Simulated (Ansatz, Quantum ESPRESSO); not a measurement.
# Pm3Al (Pm-3m): zone-centre phonons, part 2 of 3

Which modes does Pm3Al (Pm-3m) have at the zone centre?

Quantum ESPRESSO 7.5; DFT PBEsol, scalar-relativistic, plane waves, PseudoDojo norm-conserving, 4f in core pseudopotentials.

So far. Step 2 (A first look): No gap opens on this mesh, so smearing is kept; the start stands at -2.0 GPa. Step 4 (Ground state): The cell stands at -0.027 GPa, close enough for phonons. The relaxed cell has a = 4.768 Å (conventional setting).

### Step 5. Linear response at Γ

At q = 0 one unit cell holds all displacements; symmetry groups them into irreducible representations that are solved one by one. With smeared occupations no response to a homogeneous field can be asked.

Input file ph.in:

```
phonons
&INPUTPH
  prefix       = 'x'
  outdir       = './tmp'
  fildyn       = 'g.dyn'
  tr2_ph       = 1.0d-18
  alpha_mix(1) = 0.4
  nmix_ph      = 8
/
0.000000000 0.000000000 0.000000000
```

On the command line:

```sh
$ OMP_NUM_THREADS=1 mpirun -n 4 ph.x -nk 4 -in ph.in > ph.out
```

What it wrote:

```text
[banners, grids, parts of the stress and lines that vanish by symmetry left out]
[banner, memory and clock lines left out]
Program PHONON v.7.5

     ./tmp/x.save/

     IMPORTANT: XC functional enforced from input :
     Exchange-correlation= PBESOL
                           (   1   4  10   8   0   0   0)
     Any further DFT definition will be discarded
     Please, verify this is what you really want

     G-vector sticks info

     Reading collected, re-writing distributed wavefunctions in ./tmp/

     Number and degeneracy of irreps per q-point
       N         xq(1)         xq(2)         xq(3)   N irreps
       1   0.000000000   0.000000000   0.000000000       4
        3   3   3   3

     Calculation of q =    0.0000000   0.0000000   0.0000000

     phonons

     bravais-lattice index     =            1
     lattice parameter (alat)  =       9.0112  a.u.
     unit-cell volume          =     731.7137 (a.u.)^3
     number of atoms/cell      =            4
     number of atomic types    =            2
     kinetic-energy cut-off    =      44.0000  Ry
     charge density cut-off    =     176.0000  Ry
     convergence threshold     =      1.0E-18
     beta                      =       0.4000
     number of iterations used =            8
     Exchange-correlation= PBESOL
                           (   1   4  10   8   0   0   0)

     celldm(1)=    9.01115  celldm(2)=    0.00000  celldm(3)=    0.00000
     celldm(4)=    0.00000  celldm(5)=    0.00000  celldm(6)=    0.00000

     crystal axes: (cart. coord. in units of alat)
               a(1) = (  1.0000  0.0000  0.0000 )
               a(2) = (  0.0000  1.0000  0.0000 )
               a(3) = (  0.0000  0.0000  1.0000 )

     reciprocal axes: (cart. coord. in units 2 pi/alat)
               b(1) = (  1.0000  0.0000  0.0000 )
               b(2) = (  0.0000  1.0000  0.0000 )
               b(3) = (  0.0000  0.0000  1.0000 )

     Atoms inside the unit cell:

     Cartesian axes

     site n.  atom      mass           positions (alat units)
        1  Pm    144.9128   tau(    1) = (    0.00000    0.50000    0.50000  )
        2  Pm    144.9128   tau(    2) = (    0.50000    0.00000    0.50000  )
        3  Pm    144.9128   tau(    3) = (    0.50000    0.50000    0.00000  )
        4  Al     26.9815   tau(    4) = (    0.00000    0.00000    0.00000  )

     Computing dynamical matrix for
                    q = (   0.0000000   0.0000000   0.0000000 )

     49 Sym.Ops. (with q -> -q+G )

     G cutoff =  362.0043  (  28887 G-vectors)     FFT grid: ( 40, 40, 40)

     number of k points=    20  Marzari-Vanderbilt smearing, width (Ry)=  0.0200
                       cart. coord. in units 2pi/alat
        k(    1) = (   0.0000000   0.0000000   0.0000000), wk =   0.0092593
        k(    2) = (   0.0000000   0.0000000   0.1666667), wk =   0.0555556
        k(    3) = (   0.0000000   0.0000000   0.3333333), wk =   0.0555556
        [... further k-points left out ...]

     PseudoPot. # 1 for Pm read from file:
     ./pseudo/Pm.upf
     Pseudo is Norm-conserving + core correction, Zval = 11.0
     Using radial grid of 1734 points,  7 beta functions with:
                l(1) =   0
                l(2) =   0
                l(3) =   1
                l(4) =   1
                l(5) =   2
                l(6) =   2
                l(7) =   3

     PseudoPot. # 2 for Al read from file:
     ./pseudo/Al.upf
     Pseudo is Norm-conserving + core correction, Zval =  3.0
     Using radial grid of 1876 points,  6 beta functions with:
                l(1) =   0
                l(2) =   0
                l(3) =   1
                l(4) =   1
                l(5) =   2
                l(6) =   2

     Mode symmetry, O_h (m-3m)  point group:

     Atomic displacements:
     There are    4 irreducible representations

     Representation     1      3 modes -  To be done

     Representation     2      3 modes -  To be done

     Representation     3      3 modes -  To be done

     Representation     4      3 modes -  To be done

     Alpha used in Ewald sum =   1.6000

     Representation #   1 modes #   1   2   3

     Self-consistent Calculation
      thresh= 1.000E-02 alpha_mix =  0.400 |ddv_scf|^2 =  2.996E-06
      thresh= 1.731E-04 alpha_mix =  0.400 |ddv_scf|^2 =  2.500E-07
      thresh= 5.000E-05 alpha_mix =  0.400 |ddv_scf|^2 =  1.116E-09
      thresh= 3.341E-06 alpha_mix =  0.400 |ddv_scf|^2 =  7.056E-11
      thresh= 8.400E-07 alpha_mix =  0.400 |ddv_scf|^2 =  2.416E-12
      thresh= 1.554E-07 alpha_mix =  0.400 |ddv_scf|^2 =  1.328E-13
      thresh= 3.644E-08 alpha_mix =  0.400 |ddv_scf|^2 =  7.937E-15
      thresh= 8.909E-09 alpha_mix =  0.400 |ddv_scf|^2 =  3.012E-16
      thresh= 1.736E-09 alpha_mix =  0.400 |ddv_scf|^2 =  6.490E-18
      thresh= 2.547E-10 alpha_mix =  0.400 |ddv_scf|^2 =  1.091E-18
      thresh= 1.044E-10 alpha_mix =  0.400 |ddv_scf|^2 =  7.040E-21

     End of self-consistent calculation

     Convergence has been achieved

     Representation #   2 modes #   4   5   6

     Self-consistent Calculation
      thresh= 1.000E-02 alpha_mix =  0.400 |ddv_scf|^2 =  3.931E-08
      thresh= 1.983E-05 alpha_mix =  0.400 |ddv_scf|^2 =  2.986E-09
      thresh= 5.465E-06 alpha_mix =  0.400 |ddv_scf|^2 =  9.779E-11
[...]
End of self-consistent calculation

     Convergence has been achieved

     Representation #   3 modes #   7   8   9

     Self-consistent Calculation
[...]
End of self-consistent calculation

     Convergence has been achieved

     Representation #   4 modes #  10  11  12

     Self-consistent Calculation
[...]
thresh= 1.288E-05 alpha_mix =  0.400 |ddv_scf|^2 =  3.343E-10
      thresh= 1.828E-06 alpha_mix =  0.400 |ddv_scf|^2 =  4.836E-12
      thresh= 2.199E-07 alpha_mix =  0.400 |ddv_scf|^2 =  3.811E-13
      thresh= 6.173E-08 alpha_mix =  0.400 |ddv_scf|^2 =  4.445E-15
      thresh= 6.667E-09 alpha_mix =  0.400 |ddv_scf|^2 =  2.815E-17
      thresh= 5.305E-10 alpha_mix =  0.400 |ddv_scf|^2 =  6.794E-18
      thresh= 2.607E-10 alpha_mix =  0.400 |ddv_scf|^2 =  1.728E-20

     End of self-consistent calculation

     Convergence has been achieved

     Number of q in the star =    1
     List of q in the star:
          1   0.000000000   0.000000000   0.000000000

     Diagonalizing the dynamical matrix

     q = (    0.000000000   0.000000000   0.000000000 )

 **************************************************************************
     freq (    1) =      -0.132081 [THz] =      -4.405747 [cm-1]
     freq (    2) =      -0.132081 [THz] =      -4.405747 [cm-1]
     freq (    3) =      -0.132081 [THz] =      -4.405747 [cm-1]
     freq (    4) =       2.111684 [THz] =      70.438196 [cm-1]
     freq (    5) =       2.111684 [THz] =      70.438196 [cm-1]
     freq (    6) =       2.111684 [THz] =      70.438196 [cm-1]
     freq (    7) =       4.064520 [THz] =     135.577782 [cm-1]
     freq (    8) =       4.064520 [THz] =     135.577782 [cm-1]
     freq (    9) =       4.064520 [THz] =     135.577782 [cm-1]
     freq (   10) =       5.211442 [THz] =     173.834995 [cm-1]
     freq (   11) =       5.211442 [THz] =     173.834995 [cm-1]
     freq (   12) =       5.211442 [THz] =     173.834995 [cm-1]
 **************************************************************************

     Mode symmetry, O_h (m-3m)  point group:

     freq (   1-   3) =         -4.4  [cm-1]   --> T_1u G_15  G_4- I
     freq (   4-   6) =         70.4  [cm-1]   --> T_2u G_25  G_5-
     freq (   7-   9) =        135.6  [cm-1]   --> T_1u G_15  G_4- I
     freq (  10-  12) =        173.8  [cm-1]   --> T_1u G_15  G_4- I
```

It took 3.6 min on 4 MPI ranks of Arm Neoverse V2, shared host; 14 min of CPU time.

Numbers from this step:

```yaml
largest_acoustic_frequency_at_the_zone_centre_before_the_sum_rule: -4.41 cm⁻¹
highest_optical_zone_centre_mode_no_lo_to_term: 173.8 cm⁻¹
lowest_optical_zone_centre_mode: 70.44 cm⁻¹
```

The acoustic modes at Γ come out as far as 4.4 cm⁻¹ from zero, where they should vanish, a small numerical error.

### Step 6. Modes with the sum rule

A rigid shift of the crystal must cost nothing, but grids and finite bases break this; the acoustic sum rule is imposed before the matrix is diagonalised again.

Input file dynmat.in:

```
&INPUT
  fildyn = 'g.dyn'
  asr    = 'simple'
  fileig = 'dynmat.eig'
/
```

On the command line:

```sh
$ dynmat.x -in dynmat.in > dynmat.out
```

What it wrote:

```text
[banner, memory and clock lines left out]
Program DYNMAT v.7.5

     Reading Dynamical Matrix from file g.dyn
     ...Force constants read
     ...epsilon and Z* not read (not found on file)
     A direction for q was not specified:TO-LO splitting will be absent

     Polarizability (A^3 units)
     multiply by 1.000000 for Clausius-Mossotti correction
         0.000000    0.000000    0.000000
         0.000000    0.000000    0.000000
         0.000000    0.000000    0.000000

     IR activities are in (D/A)^2/amu units

# mode   [cm-1]    [THz]      IR
    1      0.00    0.0000    0.0000
    2      0.00    0.0000    0.0000
    3      0.00    0.0000    0.0000
    4     70.58    2.1160    0.0000
    5     70.58    2.1160    0.0000
    6     70.58    2.1160    0.0000
    7    135.65    4.0668    0.0000
    8    135.65    4.0668    0.0000
    9    135.65    4.0668    0.0000
   10    173.85    5.2118    0.0000
   11    173.85    5.2118    0.0000
   12    173.85    5.2118    0.0000

[end of the log left out, with the tail of the file of modes that dynmat.x writes under the same name]
```

It took 0.48 s on 1 thread.

Read from the output:

```
lowest optical zone-centre mode : 70.58 cm⁻¹
```

Unit eigenvectors of the mass-weighted matrix after the sum rule; no LO-TO term. The modes at Γ (shares of kinetic energy by element, %):

```csv
mode,frequency (cm⁻¹),symmetry,Pm %,Al %
1,0.0,acoustic,94,6
2,0.0,acoustic,94,6
3,0.0,acoustic,94,6
4,70.6,T2u,100,0
5,70.6,T2u,100,0
6,70.6,T2u,100,0
7,135.6,T1u,100,0
8,135.6,T1u,100,0
9,135.6,T1u,100,0
10,173.8,T1u,6,94
11,173.8,T1u,6,94
12,173.8,T1u,6,94
```

Displacements in mode 5 (70.6 cm⁻¹), the largest set to 1:
```
Pm1  0.00  1.00 -0.04
Pm2  0.24  0.00  0.04
Pm3 -0.24 -1.00  0.00
Al4  0.00  0.00  0.00
```

Displacements in mode 12 (173.8 cm⁻¹), the largest set to 1:
```
Pm1 -0.02 -0.07  0.00
Pm2 -0.04 -0.04  0.00
Pm3 -0.04 -0.07  0.00
Al4  0.51  1.00  0.00
```

The rule moves no optical mode by more than 0.2 cm⁻¹.

### Step 7. Sum rules set otherwise: a sum rule for molecules or wires on a crystal

This rule also removes rotations, which suits molecules and not a crystal; it is tried to see the harm.

Input file dynmat.in:

```
&INPUT
  fildyn = 'g.dyn'
  asr    = 'zero-dim'
  fileig = 'dynmat.eig'
/
```

On the command line:

```sh
$ dynmat.x -in dynmat.in > dynmat.out
```

What it wrote:

```text
[banner, memory and clock lines left out]
Program DYNMAT v.7.5

     Reading Dynamical Matrix from file g.dyn
     ...Force constants read
     ...epsilon and Z* not read (not found on file)
     Acoustic Sum Rule: || Z*(ASR) - Z*(orig)|| =    0.000000E+00
     Acoustic Sum Rule: ||dyn(ASR) - dyn(orig)||=    1.883658E-01
     A direction for q was not specified:TO-LO splitting will be absent

     Polarizability (A^3 units)
     multiply by 1.000000 for Clausius-Mossotti correction
         0.000000    0.000000    0.000000
         0.000000    0.000000    0.000000
         0.000000    0.000000    0.000000

     IR activities are in (D/A)^2/amu units

# mode   [cm-1]    [THz]      IR
    1     -0.00   -0.0000    0.0000
    2     -0.00   -0.0000    0.0000
    3     -0.00   -0.0000    0.0000
    4     -0.00   -0.0000    0.0000
    5      0.00    0.0000    0.0000
    6      0.00    0.0000    0.0000
    7     89.35    2.6786    0.0000
    8     89.35    2.6786    0.0000
    9    135.58    4.0645    0.0000
   10    170.87    5.1226    0.0000
   11    170.87    5.1226    0.0000
   12    173.78    5.2098    0.0000

[end of the log left out, with the tail of the file of modes that dynmat.x writes under the same name]
```

Wall time 0.48 s (1 thread).

The run ended normally, but on settings that are not sound.

The fault: a sum rule for molecules or wires on a crystal; 3 optical modes are projected out to zero frequency, as if they were rotations.

For a crystal the rule has to be 'simple' or 'crystal'.

Zone-centre frequencies as printed; negative means imaginary. Modes:

| mode | frequency (cm⁻¹) |
| --- | --- |
| 1 | 0 |
| 2 | 0 |
| 3 | 0 |
| 4 | 0 |
| 5 | 0 |
| 6 | 0 |
| 7 | 89.35 |
| 8 | 89.35 |
| 9 | 135.6 |
| 10 | 170.9 |
| 11 | 170.9 |
| 12 | 173.8 |

### Step 8. Sum rules set otherwise (asr crystal)

The rule can be imposed in more than one way; the choices should agree where the raw error is small.

Input file dynmat.in:

```
&INPUT
  fildyn = 'g.dyn'
  asr    = 'crystal'
  fileig = 'dynmat.eig'
/
```

On the command line:

```sh
$ dynmat.x -in dynmat.in > dynmat.out
```

What it wrote:

```text
[banner, memory and clock lines left out]
Program DYNMAT v.7.5

     Reading Dynamical Matrix from file g.dyn
     ...Force constants read
     ...epsilon and Z* not read (not found on file)
     Acoustic Sum Rule: || Z*(ASR) - Z*(orig)|| =    0.000000E+00
     Acoustic Sum Rule: ||dyn(ASR) - dyn(orig)||=    3.732211E-04
     A direction for q was not specified:TO-LO splitting will be absent

     Polarizability (A^3 units)
     multiply by 1.000000 for Clausius-Mossotti correction
         0.000000    0.000000    0.000000
         0.000000    0.000000    0.000000
         0.000000    0.000000    0.000000

     IR activities are in (D/A)^2/amu units

# mode   [cm-1]    [THz]      IR
    1     -0.00   -0.0000    0.0000
    2     -0.00   -0.0000    0.0000
    3      0.00    0.0000    0.0000
    4     70.44    2.1117    0.0000
    5     70.44    2.1117    0.0000
    6     70.44    2.1117    0.0000
    7    135.58    4.0645    0.0000
    8    135.58    4.0645    0.0000
    9    135.58    4.0645    0.0000
   10    173.78    5.2098    0.0000
   11    173.78    5.2098    0.0000
   12    173.78    5.2098    0.0000

[end of the log left out, with the tail of the file of modes that dynmat.x writes under the same name]
```

It took 0.47 s on 1 thread.

Numbers from this step:

| Quantity | Value |
| --- | --- |
| lowest optical zone-centre mode | 70.44 cm⁻¹ |

Zone-centre frequencies as printed; negative means imaginary. Modes:

| mode | frequency (cm⁻¹) |
| --- | --- |
| 1 | 0 |
| 2 | 0 |
| 3 | 0 |
| 4 | 70.44 |
| 5 | 70.44 |
| 6 | 70.44 |
| 7 | 135.6 |
| 8 | 135.6 |
| 9 | 135.6 |
| 10 | 173.8 |
| 11 | 173.8 |
| 12 | 173.8 |

Against the first rule no mode moves by more than 0.2 cm⁻¹.

(Part 2 of 3 ends here.)

[Host names and launcher messages were left out of these logs when they were recorded.]

[Logs are printed without paths, hosts, clocks, repeated set-up lines and the standing remarks that a program may print on its own settings, such as how far it seeks lower states.]

[Hosts, paths, dates, database ids (printed as entryN), source tags and the programs' standing remarks are cut or masked in the printed files.]
